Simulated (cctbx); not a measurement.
# Resonant diffraction in Y7TeMo

Space group Pnma (no. 62), a = 22.5430 Å, b = 3.8280 Å, c = 11.8470 Å, α = 90.00°, β = 90.00°, γ = 90.00°.

| atom | mult. | x | y | z | Ueq (Å²) |
| --- | --- | --- | --- | --- | --- |
| Te1 | 4 | 0.2286 | 1/4 | 0.4605 | 0.0094 |
| Mo1 | 4 | 0.1381 | 1/4 | 0.7707 | 0.0066 |
| Y1 | 4 | 0.6019 | 1/4 | 0.1367 | 0.0092 |
| Y2 | 4 | 0.6656 | 1/4 | 0.4814 | 0.0063 |
| Y3 | 4 | 0.5226 | 1/4 | 0.8795 | 0.0069 |
| Y4 | 4 | 0.6544 | 3/4 | 0.9210 | 0.0114 |
| Y5 | 4 | 0.5495 | 3/4 | 0.6289 | 0.0094 |
| Y6 | 4 | 0.2782 | 1/4 | 0.7448 | 0.0097 |
| Y7 | 4 | 0.0717 | 3/4 | 0.1531 | 0.0109 |

The model is made up (kin elements in a known structure type, no relaxation), so it says nothing on whether the phase exists.

Calculated with cctbx: free-atom f′ and f″ from the Sasaki tables, no fine structure; amplitudes in electrons.

```
E (eV)  F 0 0 2  F 1 0 2  F 4 0 1  F 2 0 0
 19400     34.0     34.6     15.5     86.5
 19750     37.0     33.6     16.6     85.4
 19880     39.6     32.9     17.5     84.7
 19940     42.2     32.3     18.4     84.2
 19970     44.8     31.8     19.2     83.7
 19985     47.3     31.3     20.1     83.2
 19992     49.6     30.8     20.9     82.8
 19996     52.1     30.3     21.7     82.4
 20004     54.1     29.8     21.9     82.1
 20008     51.1     30.4     20.9     82.6
 20015     48.5     30.9     20.0     83.0
 20030     45.7     31.5     19.1     83.5
 20060     42.9     32.0     18.2     83.9
 20150     39.3     32.7     17.0     84.4
 20400     35.3     33.3     15.7     84.7
```

**Question.** Which edge is crossed, and why do the reflections move as they do?

The K edge of Mo. The edge is at 20000 eV. f′ of Mo falls from -4.6 e at 19880 eV to -7.8 e at 4 eV below it, and f″ steps from 0.54 to 3.69 e across it. Over that approach |F| changes by +32 % (0 0 2), -8 % (1 0 2), +24 % (4 0 1) and -3 % (2 0 0): a reflection falls where Mo scatters in phase with the total and rises where it scatters against it; it hardly moves where the Mo term is small or cancels by symmetry. Above the edge the larger f″ enters the imaginary part, where it can add to or cancel the other atoms' f″. The structure is centrosymmetric, so Friedel mates stay equal.

[Logs are printed without paths, hosts, clocks, repeated set-up lines and the standing remarks that a program may print on its own settings, such as how far it seeks lower states.]
